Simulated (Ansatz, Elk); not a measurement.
# How far do independent atoms describe Tl3Fe?, part 2 of 2

Structure refinements treat a crystal as free atoms side by side. For a made-up structure of Tl3Fe (cell and positions from a PBE relaxation) the runs below show what the calculated density changes in F(hkl).

Elk 11.2.3 (patched build); all-electron DFT.

So far: The starting structure; Ground state and structure factors; The magnetisation density; The highest occupied states alone.

The structure was built from a prototype and need not be the compound's stable phase.

## (5) Another functional

Level of this step: DFT, PBEsol, all-electron APW+lo, Dirac cores, scalar-relativistic bands, static density, ferromagnetic start (Elk).

The difference from free atoms is small, so it is set against the change that PBEsol makes.

elk.in

```
tasks
  0
  195
  196

xctype
  22

spinpol
  .true.

rgkmax
  7.0

gmaxvr
  14.0

lmaxo
  7

lmaxapw
  8

swidth
  0.002

tshift
  .false.

ramdisk
  .false.

hmaxvr
  5.5

maxscl
  120

epspot
  1e-06

reducebf
  0.8

sppath
  './'

avec
  -4.27999244555 4.27999244555 9.23290413069
  4.27999244555 -4.27999244555 9.23290413069
  4.27999244555 4.27999244555 -9.23290413069

atoms
  2
  'Tl.in'
  3
  0.2500000000 0.7500000000 0.5000000000   0.000000 0.000000 0.000000
  0.7500000000 0.2500000000 0.5000000000   0.000000 0.000000 0.000000
  0.5000000000 0.5000000000 -0.0000000000   0.000000 0.000000 0.000000
  'Fe.in'
  1
  -0.0000000000 -0.0000000000 -0.0000000000   0.000000 0.000000 -0.155000

ngridk
  6 6 6
```

Started as:

```
$ OMP_NUM_THREADS=4 elk
```

Numbers of over 12 decimals in the logs are rounded to 6 here.

Log:

```text
┌─────────────────────────┐
│ Elk code version 11.2.3 │
└─────────────────────────┘

All units are atomic (Hartree, Bohr, etc.)

┌─────────────────────────────────────────────────┐
│ Ground-state run starting from atomic densities │
└─────────────────────────────────────────────────┘

Lattice vectors :
  -4.279992446       4.279992446       9.232904131
   4.279992446      -4.279992446       9.232904131
   4.279992446       4.279992446      -9.232904131

Reciprocal lattice vectors :
 -0.3173550599E-17  0.7340182707      0.3402605084
[...]
total in muffin-tins        :    263.4437476
 total calculated charge     :    268.9995779
 total charge                :    269.0000000
 error                       :   0.4221263382E-03

Moments :
 interstitial                :   0.1515294355E-01
 muffin-tins
  species : 1 (Tl)
[...]
atom 3                    :  -0.1233108799E-01
  species : 2 (Fe)
   atom 1                    :    3.135442376
 total in muffin-tins        :    3.086908403
 total moment                :    3.102061347

┌──────────────────────────────┐
│ Self-consistent loop stopped │
└──────────────────────────────┘

Wrote STATE.OUT
[key lines of the parts left out:]
total energy                :     -62120.750699799
```

Wall time 4.8 min (4 threads of Arm Neoverse V2, shared host); peak memory 0.58 GiB.

Against the first run R = 0.01 %; the largest change is -0.033 at 112. The moment goes from 3.06 to 3.10 μB.

## (6) A coarser k-mesh

About half the k-points along each axis test the sampling.

Changes to elk.in since step 5:

```diff
@@ -6,3 +6,3 @@
 xctype
-  22
+  20
 
@@ -64,2 +64,2 @@
 ngridk
-  6 6 6
+  3 3 3
```

Started as:

```
$ OMP_NUM_THREADS=4 elk
```

Log:

```text
┌─────────────────────────┐
│ Elk code version 11.2.3 │
└─────────────────────────┘

All units are atomic (Hartree, Bohr, etc.)

┌─────────────────────────────────────────────────┐
│ Ground-state run starting from atomic densities │
└─────────────────────────────────────────────────┘

Lattice vectors :
  -4.279992446       4.279992446       9.232904131
   4.279992446      -4.279992446       9.232904131
   4.279992446       4.279992446      -9.232904131

Reciprocal lattice vectors :
 -0.3173550599E-17  0.7340182707      0.3402605084
[...]
total in muffin-tins        :    263.4791202
 total calculated charge     :    268.9995471
 total charge                :    269.0000000
 error                       :   0.4529286533E-03

Moments :
 interstitial                :  -0.2464213193
 muffin-tins
  species : 1 (Tl)
[...]
atom 3                    :  -0.8680023025E-01
  species : 2 (Fe)
   atom 1                    :    2.897389780
 total in muffin-tins        :    2.639841669
 total moment                :    2.393420350

┌──────────────────────────────┐
│ Self-consistent loop stopped │
└──────────────────────────────┘

Wrote STATE.OUT
[key lines of the parts left out:]
total energy                :     -62138.398438909
```

The job ended after 85 s (4 threads; peak memory 0.58 GiB).

Against the first run R = 0.01 %; the largest change is -0.035 at 101. The moment goes from 3.06 to 2.39 μB.

## (7) Basis size

A smaller basis shows how fast F responds to it; the change is likely larger than the basis error of the first run, but doesn't show convergence.

Changes to elk.in since step 6:

```diff
@@ -12,3 +12,3 @@
 rgkmax
-  7.0
+  5.5
 
@@ -64,2 +64,2 @@
 ngridk
-  3 3 3
+  6 6 6
```

Started as:

```
$ OMP_NUM_THREADS=4 elk
```

Log:

```text
┌─────────────────────────┐
│ Elk code version 11.2.3 │
└─────────────────────────┘

All units are atomic (Hartree, Bohr, etc.)

┌─────────────────────────────────────────────────┐
│ Ground-state run starting from atomic densities │
└─────────────────────────────────────────────────┘

Lattice vectors :
  -4.279992446       4.279992446       9.232904131
   4.279992446      -4.279992446       9.232904131
   4.279992446       4.279992446      -9.232904131

Reciprocal lattice vectors :
 -0.3173550599E-17  0.7340182707      0.3402605084
[...]
total in muffin-tins        :    263.2256931
 total calculated charge     :    268.9996904
 total charge                :    269.0000000
 error                       :   0.3096019265E-03

Moments :
 interstitial                :   0.3360840420E-01
 muffin-tins
  species : 1 (Tl)
[...]
atom 3                    :  -0.1402996214E-01
  species : 2 (Fe)
   atom 1                    :    3.200755079
 total in muffin-tins        :    3.144885937
 total moment                :    3.178494342

┌──────────────────────────────┐
│ Self-consistent loop stopped │
└──────────────────────────────┘

Wrote STATE.OUT
[key lines of the parts left out:]
total energy                :     -62138.169935772
```

Wall time 4.5 min (4 threads); peak memory 0.57 GiB; 16 min of CPU time.

Against the first run R = 0.02 %; the largest change is +0.111 at 220. The moment goes from 3.06 to 3.18 μB.

## (8) Settings against the effect

```csv
run,R against the first run (%),"R against neutral atoms, low angle (%)",wall time
"PBE, rgkmax 7",0.00,0.14,4.9 min
PBEsol,0.01,0.15,4.8 min
k-mesh 3×3×3,0.01,0.15,85 s
rgkmax 5.5,0.02,0.13,4.5 min
```

## (9) Outcome

```json
{
 "R against neutral atoms, sin θ/λ < 0.3 Å⁻¹": "0.14 %",
 "R against neutral atoms, 0.3 to 0.79 Å⁻¹": "0.09 %",
 "magnetic form factor over free-ion ⟨j0⟩, 0.12 to 0.35 Å⁻¹": "1.01"
}
```

**Reading.** Independent neutral atoms miss the calculated amplitudes by R = 0.14 % below 0.3 Å⁻¹ and 0.09 % from there to 0.79 Å⁻¹; by shells, 0.36 % below 0.15 Å⁻¹ (2 forms), 0.13 % 0.15 to 0.3 (10 forms), 0.05 % 0.3 to 0.45 (22 forms), 0.10 % above 0.45 (115 forms). Bonding, aspherical density and the tables' own atoms all enter these figures, and the runs don't part them. The largest change of an amplitude is -0.40 electrons, at 004. The magnetic order is that of the start. No other order was tried here, and an antiferromagnetic one would change or move the magnetic intensity. Between 0.12 and 0.35 Å⁻¹ the magnetic form factor is 1.01 times the free-ion one. The sphere holds 3.11 of the 3.06 μB; that share, the choice of ion, the size of the d shell and its asphericity all move this ratio. The window's part falls from 47.0 electrons at the origin to at most 1.15 between 0.45 and 0.79 Å⁻¹, where compact states inside the window still scatter. The window holds more than the 17 outer electrons of the free atoms, so shallow core shells lie inside it. Below 0.3 Å⁻¹ the changes that finished (PBEsol, k-mesh 3×3×3 and rgkmax 5.5) move F by R = 0.03 % at most, against the 0.14 % that separates it from free atoms. The magnetic factors move by R = 1.3 % (PBEsol), 5.9 % (k-mesh 3×3×3) and 5.1 % (rgkmax 5.5), so they aren't settled to better than that. Spin-orbit coupling is left out, which can matter for elements this heavy. Part of the difference isn't bonding: the tables are fits to free atoms and ions calculated by other methods than this functional. Thermal motion, anomalous dispersion and extinction are left out.

[Logs are printed without paths, hosts, clocks, repeated set-up lines and the standing remarks that a program may print on its own settings, such as how far it seeks lower states.]

[Hosts, paths, dates, database ids (printed as entryN), source tags and the programs' standing remarks are cut or masked in the printed files.]
